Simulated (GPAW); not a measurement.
## Core-hole calculation of the C K edge in rock-salt (TiC)₁₋ₓ(ZrC)ₓ at x = 0.75

What does the C K edge look like in rock-salt (TiC)₁₋ₓ(ZrC)ₓ at x = 0.75?

Main program and level: GPAW 26.7.0; X-ray absorption from dipole matrix elements to empty bands, plane-wave PAW PBE.

## Step 1: The starting structure

The cell holds 16 atoms: 6 Zr, 8 C and 2 Ti. Cell: a = 6.515 Å, b = 6.515 Å, c = 6.515 Å, α = 60.0°, β = 60.0°, γ = 60.0°. 16-atom rock-salt cell, 6 of 8 Ti sites taken by Zr at random, lattice constants typed for the ends and interpolated (Vegard).

## Step 2: Relaxation

Bond lengths around the absorber set the edge shape, so the atoms are relaxed before any spectrum.

File relax.py:

```python
import numpy as np
from ase import Atoms
from ase.parallel import parprint, paropen
from gpaw import GPAW, PW, FermiDirac, Mixer, MixerDif, setup_paths
from ase.optimize import BFGS

atoms = Atoms('ZrCZrCZrCTiCTiCZrCZrCZrC',
    cell=[[0, 4.607, 4.607],
     [4.607, 0, 4.607],
     [4.607, 4.607, 0]],
    scaled_positions=[[0.001429, 0.99999, 0.002237],
     [0.749456, 0.25128, 0.251768],
     [0.002763, 0.001273, 0.496039],
     [0.753755, 0.248116, 0.747943],
     [0.998036, 0.503414, 0.001209],
     [0.748642, 0.750388, 0.246858],
     [0.001265, 0.499927, 0.499552],
     [0.751026, 0.746304, 0.752921],
     [0.499923, 0.994389, 0.001341],
     [0.24628, 0.250905, 0.251757],
     [0.496417, 0.999075, 0.499896],
     [0.249301, 0.248959, 0.752239],
     [0.500095, 0.50051, 0.998541],
     [0.251161, 0.751123, 0.252469],
     [0.496151, 0.49928, 0.500008],
     [0.252755, 0.752446, 0.749198]],
    pbc=True)
atoms.calc = GPAW(legacy_gpaw=True, mode=PW(500, force_complex_dtype=True), xc='PBE', setups={},
    kpts={'size': (4, 4, 4), 'gamma': True}, occupations=FermiDirac(0.08),
    charge=0, mixer=Mixer(0.1, 5, 50), maxiter=150,
    convergence={'density': 0.0001, 'eigenstates': 1e-6}, txt='relax.txt')
steps = []
opt = BFGS(atoms, logfile='-')
opt.attach(lambda: steps.append([atoms.get_potential_energy(), float(np.linalg.norm(atoms.get_forces(), axis=1).max())]))
done = opt.run(fmax=0.05, steps=30)
out = dict(done=bool(done), steps=steps, frac=atoms.get_scaled_positions().tolist())
import json
with paropen('out.json', 'w') as f:
    json.dump(out, f)
```

Run with:

```
$ OMP_NUM_THREADS=1 mpirun -n 4 gpaw python relax.py
```

Numbers of over 12 decimals in the logs are rounded to 6 here.

What it wrote:

```text
Input parameters:
  convergence: {density: 0.0001,
                eigenstates: 1e-06}
  kpts: {gamma: True,
         size: (4, 4, 4)}
  maxiter: 150
  mixer: {backend: pulay,
          beta: 0.1,
          method: separate,
          nmaxold: 5,
          weight: 50}
  mode: {ecut: 500.0,
         force_complex_dtype: True,
         name: pw}
  occupations: {fixmagmom: False,
                name: fermi-dirac,
[...]
Forces in eV/Ang:
[...]
14 Zr   -0.01580   -0.01406   -0.00316
 15 C    -0.00698   -0.00302   -0.00157
Step     Time          Energy          fmax
BFGS:    0 02:04:47     -144.175276        0.659420
BFGS:    1 02:05:12     -144.204988        0.374508
BFGS:    2 02:05:43     -144.230662        0.186996
BFGS:    3 02:06:01     -144.233652        0.153162
BFGS:    4 02:06:25     -144.236352        0.068784
BFGS:    5 02:06:41     -144.236748        0.047793
[key lines of the parts left out:]
Converged after 5 iterations.
Dipole moment: (0.049657, -0.239758, 0.276819) |e|*Ang
Free energy:   -144.236748
Fermi level: 10.40991
```

Elapsed: 3.3 min, on 4 MPI ranks of AMD EPYC 9B45 (Zen 5), shared host; peak memory 0.45 GiB.

In 5 steps the energy fell by 61 meV (energies extrapolated to zero smearing) and the largest force to 0.048 eV/Å. Atom 15 (Zr; the text counts from 1, the script from 0) is among those that moved most, by 0.03 Å.

## Step 3: The field without a hole

The ground state comes first: it tells whether the system has a gap, which decides how the excited electron is treated.

File scf.py:

```python
import numpy as np
from ase import Atoms
from ase.parallel import parprint, paropen
from gpaw import GPAW, PW, FermiDirac, Mixer, MixerDif, setup_paths
from gpaw.test import gen
setup_paths.insert(0, '.')
gen('C', name='nch1s', xcname='PBE', corehole=(1, 0, 0), write_xml=True)
from gpaw.mpi import world
world.barrier()

atoms = Atoms('ZrCZrCZrCTiCTiCZrCZrCZrC',
    cell=[[0, 4.607, 4.607],
     [4.607, 0, 4.607],
     [4.607, 4.607, 0]],
    scaled_positions=[[0.0000829, 0.9998042, 0.0001515],
     [0.7499093, 0.2497024, 0.2503157],
     [0.9998601, 0.999812, 0.5005238],
     [0.750519, 0.2504101, 0.7497209],
     [0.0001242, 0.4996492, 0.0003525],
     [0.7488762, 0.7507605, 0.2494864],
     [0.9999609, 0.4993282, 0.5007441],
     [0.7497456, 0.7499671, 0.7500645],
     [0.5001405, 0.998495, 0.0006197],
     [0.2492415, 0.2506214, 0.250864],
     [0.5000701, 0.9998588, 0.5000577],
     [0.2497977, 0.2498258, 0.7501545],
     [0.4997893, 0.4995862, 0.0004774],
     [0.2505185, 0.7501302, 0.2495799],
     [0.4999552, 0.499809, 0.5004057],
     [0.2498963, 0.7496685, 0.7504354]],
    pbc=True)
atoms.calc = calc = GPAW(legacy_gpaw=True, mode=PW(500, force_complex_dtype=True), xc='PBE', setups={3: 'nch1s'},
    kpts={'size': (4, 4, 4), 'gamma': True}, occupations=FermiDirac(0.05),
    charge=0, mixer=Mixer(0.1, 5, 50), maxiter=150,
    convergence={'density': 0.0001, 'eigenstates': 1e-6}, txt='scf.txt')
energy = atoms.get_potential_energy() + calc.get_reference_energy()
ef = calc.get_fermi_level()
out = dict(energy=energy, fermi=ef, forces=atoms.get_forces().tolist())
parprint(f'all-electron energy {energy:.4f} eV, Fermi level {ef:.4f} eV')
ev = np.array([[calc.get_eigenvalues(k, s) for k in range(len(calc.get_ibz_k_points()))] for s in range(calc.get_number_of_spins())])
out['homo'], out['lumo'], out['counts'] = ev[ev < ef].max(), ev[ev > ef].min(), sorted(set((ev < ef).sum((0, 2)).tolist()))
out['filled'] = (ev[:, 0] < ef).sum(1).tolist()
import json
with paropen('out.json', 'w') as f:
    json.dump(out, f)
```

Run with:

```
$ OMP_NUM_THREADS=1 mpirun -n 4 gpaw python scf.py
```

What it wrote:

```text
Input parameters:
  convergence: {density: 0.0001,
                eigenstates: 1e-06}
  kpts: {gamma: True,
         size: (4, 4, 4)}
  maxiter: 150
  mixer: {backend: pulay,
          beta: 0.1,
          method: separate,
          nmaxold: 5,
          weight: 50}
  mode: {ecut: 500.0,
         force_complex_dtype: True,
         name: pw}
  occupations: {fixmagmom: False,
                name: fermi-dirac,
                width: 0.05}
  setups: {3: nch1s}
  xc: PBE

Initialize ...

[... PAW data sets ...]

Reference energy: -642030.480971  # eV

Spin-paired calculation

[... convergence settings ...]
Symmetries present (total): 1
  [... symmetry matrices ...]

64 k-points: 4 x 4 x 4 Monkhorst-Pack grid + [1/8,1/8,1/8]
36 k-points in the irreducible part of the Brillouin zone
       k-points in crystal coordinates                weights
   0:     0.00000000    0.00000000    0.00000000          1/64
   1:     0.00000000    0.00000000    0.25000000          2/64
   2:     0.00000000    0.00000000    0.50000000          1/64
   3:     0.00000000    0.25000000   -0.25000000          2/64
   4:     0.00000000    0.25000000    0.00000000          2/64
   5:     0.00000000    0.25000000    0.25000000          2/64
   6:     0.00000000    0.25000000    0.50000000          2/64
   7:     0.00000000    0.50000000    0.00000000          1/64
   8:     0.00000000    0.50000000    0.25000000          2/64
   9:     0.00000000    0.50000000    0.50000000          1/64
          ...
  35:     0.50000000    0.50000000    0.50000000          1/64

Wave functions: Plane wave expansion
  Cutoff energy: 500.000 eV
  Number of coefficients (min, max): 4940, 4992
  Pulay-stress correction: 0.000000 eV/Ang^3 (de/decut=0.000000)
  Using FFTW library
  Wavefunction extrapolation:
    Improved wavefunction reuse through dual PAW basis

Occupation numbers: Fermi-Dirac:
  width: 0.0500  # eV

Eigensolver
   Davidson(niter=2)

Densities:
  Coarse grid: 35*35*35 grid
  Fine grid: 70*70*70 grid
  Total Charge: 0.000000

Density mixing:
  Method: separate
  Backend: pulay
  Linear mixing parameter: 0.1
  old densities: 5
  Width of damping distribution: 1.1
  Damping of long wavelength oscillations: 50

[... Hamiltonian set-up ...]
Number of atoms: 16
Number of atomic orbitals: 136
Number of bands in calculation: 81
Number of valence electrons: 128
Bands to converge: occupied

... initialized

Initializing position-dependent things.

Density initialized from atomic densities
Creating initial wave functions:
  81 bands from LCAO basis set

                       Zr

                 Ti    C

                C    Zr
              Ti C

          C     Zr   C
         Zr   C
                C
             Zr
         C
       Zr

Atomic positions and initial magnetic moments

Positions:
   0 Zr     4.606796    0.001080    4.606480    ( 0.0000,  0.0000,  0.0000)
   1 C      2.303583    4.608037    4.605211    ( 0.0000,  0.0000,  0.0000)
   2 Zr     6.912047    6.912269    9.212489    ( 0.0000,  0.0000,  0.0000)
   3 C      4.607604    6.911605    4.611280    ( 0.0000,  0.0000,  0.0000)
   4 Zr     2.303508    0.002196    2.302456    ( 0.0000,  0.0000,  0.0000)
   5 C      4.608137    4.599456    6.908826    ( 0.0000,  0.0000,  0.0000)
   6 Ti     4.607333    6.913748    6.907225    ( 0.0000,  0.0000,  0.0000)
[...]
13 C      4.605664    2.303953    4.609989    ( 0.0000,  0.0000,  0.0000)
  14 Zr     4.607989    4.608663    4.605914    ( 0.0000,  0.0000,  0.0000)
  15 C      6.910979    4.608528    4.604995    ( 0.0000,  0.0000,  0.0000)

Unit cell:
           periodic     x           y           z      points  spacing
  1. axis:    yes    0.000000    4.607000    4.607000    35     0.1520
  2. axis:    yes    4.607000    0.000000    4.607000    35     0.1520
  3. axis:    yes    4.607000    4.607000    0.000000    35     0.1520

  Lengths:   6.515282   6.515282   6.515282
  Angles:   60.000000  60.000000  60.000000

Effective grid spacing dv^(1/3) = 0.1658

iter:   1  -160.111243
iter:   2  -149.817326   -0.42  -0.86
iter:   3  -144.640259   +0.16  -1.01
iter:   4  -144.643527   -0.77  -1.48
iter:   5  -144.592782c  -1.43  -1.49
iter:   6  -144.400345   -1.64  -1.50
iter:   7  -146.520164   -0.73  -1.54
iter:   8  -145.910613   -1.17  -1.44
iter:   9  -145.263230   -1.60  -1.65
iter:  10  -144.789557   -1.08  -1.79
iter:  11  -144.862764   -0.70  -1.89
iter:  12  -144.234441   -2.25  -1.86
iter:  13  -144.241740   -2.68  -2.48
iter:  14  -144.209094c  -2.72  -2.51
iter:  15  -144.208695c  -3.32  -2.89
iter:  16  -144.208778c  -4.25  -3.34
iter:  17  -144.208776c  -4.93  -3.31
iter:  18  -144.208759c  -5.42  -3.37
iter:  19  -144.208760c  -6.02c -3.95
iter:  20  -144.208760c  -5.81  -4.02c
iter:  21  -144.208747c  -6.66c -4.13c

Converged after 21 iterations.

Dipole moment: (0.049494, -0.240682, 0.276686) |e|*Ang

Energy contributions relative to reference atoms: (reference = -642030.480971)

Kinetic:       +126.292940
Potential:     -138.134610
External:        +0.000000
XC:            -134.329108
Entropy (-ST):   -0.023336
Local:           +1.973698
SIC:             +0.000000
--------------------------
Free energy:   -144.220415
Extrapolated:  -144.208747

Showing only first 2 kpts
 Kpt  Band  Eigenvalues  Occupancy
  0    62     10.70094    0.00407
  0    63     10.70127    0.00405
  0    64     11.34434    0.00000
  0    65     11.34599    0.00000

  1    62     10.07568    1.99637
  1    63     10.07588    1.99636
  1    64     10.76161    0.00121
  1    65     10.90443    0.00007

Fermi level: 10.39124

No gap
No difference between direct/indirect transitions

Forces in eV/Ang:
  0 Zr    0.01411   -0.00773   -0.01067
  1 C     0.00005    0.01203    0.00234
  2 Zr   -0.01707   -0.02074    0.01178
  3 C    -0.00867   -0.00059   -0.02041
  4 Zr    0.00623   -0.01934   -0.01081
  5 C    -0.01696    0.04065    0.00302
  6 Ti   -0.00432   -0.01106    0.00766
[...]
13 C     0.02744    0.01170   -0.01103
 14 Zr   -0.01228   -0.00969   -0.00421
 15 C    -0.00816   -0.00285   -0.00081
Scalar-relativistic atomic PBE calculation for C (Carbon, Z=6)
Core hole in 1s state (1s occupation: 2.0)
300 radial gridpoints.
|------------------------------------------------|
|------------------------------------------------|
[... the atom generator's iteration count ...]

Energy contributions:
-------------------------
Kinetic:      +37.662629
XC:            -5.078007
Potential:    -70.349262
-------------------------
Total:        -37.764640

state      eigenvalue         ekin         rmax
-----------------------------------------------
1s^2.0 :   -10.046298    15.958807        0.174
2s^2.0 :    -0.505334     1.651367        1.213
2p^2.0 :    -0.194204     1.221141        1.203
-----------------------------------------------
(units: Bohr and Hartree)

Generating PAW setup
Kinetic energy of the core from tauc = 31.932223
Cutoffs:
rc(s)=1.200
rc(p)=1.200
rc(d)=1.200
rc(vbar)=1.080
rc(comp)=1.200
rc(nct)=1.200

Kinetic energy of the core states: 31.917614
Charge: 0.0
Core electrons: 2.0
Valence electrons: 4.0
Pseudo-core charge: 0.031265
Shape function alpha=6.944
Pseudo-electron charge 4.035260
state    eigenvalue         norm
--------------------------------
2s(2) :    -0.505334     1.046026
*s    :     0.494666
2p(2) :    -0.194204     0.955972
*p    :     0.805796
*d    :     0.000000
--------------------------------

Diagonalizing with gridspacing h=0.050

state   all-electron     PAW
-------------------------------
2s:      -0.505334    -0.505970
2p:      -0.194204    -0.194948
*d:                    0.044948
*f:                    0.074429
-------------------------------
all-electron energy -642174.6897 eV, Fermi level 10.3912 eV
```

Run time: 80 s. Hardware: 4 MPI ranks; peak memory 0.45 GiB.

The mesh shows no gap, so the system is treated as a metal and the core electron is put at the Fermi level (neutral cell).

## Step 4: Reference energy of the cell

The photon energy needs a difference of total energies, so the cell and mesh of the coming hole run are first run without a hole.

scf.py, as its differences from that of step 3:

```diff
@@ -32,3 +32,3 @@
 atoms.calc = calc = GPAW(legacy_gpaw=True, mode=PW(500, force_complex_dtype=True), xc='PBE', setups={3: 'nch1s'},
-    kpts={'size': (4, 4, 4), 'gamma': True}, occupations=FermiDirac(0.05),
+    kpts={'size': (4, 4, 4), 'gamma': True}, occupations=FermiDirac(0.1),
     charge=0, mixer=Mixer(0.1, 5, 50), maxiter=150,
```

What it wrote:

```text
Input parameters:
  convergence: {density: 0.0001,
                eigenstates: 1e-06}
  kpts: {gamma: True,
         size: (4, 4, 4)}
  maxiter: 150
  mixer: {backend: pulay,
          beta: 0.1,
          method: separate,
          nmaxold: 5,
          weight: 50}
  mode: {ecut: 500.0,
         force_complex_dtype: True,
         name: pw}
  occupations: {fixmagmom: False,
                name: fermi-dirac,
[...]
2s(2) :    -0.505334     1.046026
*s    :     0.494666
2p(2) :    -0.194204     0.955972
*p    :     0.805796
*d    :     0.000000
--------------------------------

Diagonalizing with gridspacing h=0.050

state   all-electron     PAW
-------------------------------
2s:      -0.505334    -0.505970
2p:      -0.194204    -0.194948
*d:                    0.044948
*f:                    0.074429
-------------------------------
all-electron energy -642174.6918 eV, Fermi level 10.4208 eV
[key lines of the parts left out:]
Converged after 23 iterations.
Dipole moment: (0.049409, -0.240570, 0.276560) |e|*Ang
Free energy:   -144.250988
Fermi level: 10.42080
```

The job ended after 85 s (4 MPI ranks; peak memory 0.45 GiB; 5.7 min of CPU time).

Reference energy: -642174.692 eV with the cores included.

[end of part 1 of 3]

[Banner, clock and machine lines of the logs are left out without a mark of their own.]

[Logs are printed without paths, hosts, clocks, repeated set-up lines and the standing remarks that a program may print on its own settings, such as how far it seeks lower states.]

[Hosts, paths, dates, database ids (printed as entryN), source tags and the programs' standing remarks are cut or masked in the printed files.]

[Lists of maxima count a maximum above −3 eV only where it reaches 4 % of the highest in the window and stands out from its surroundings by 2 % of it (1.5 % where it reaches 55 %); shoulders and weaker maxima are passed over, and of the rest the first, up to two pre-edge ones and the few strongest are named.]
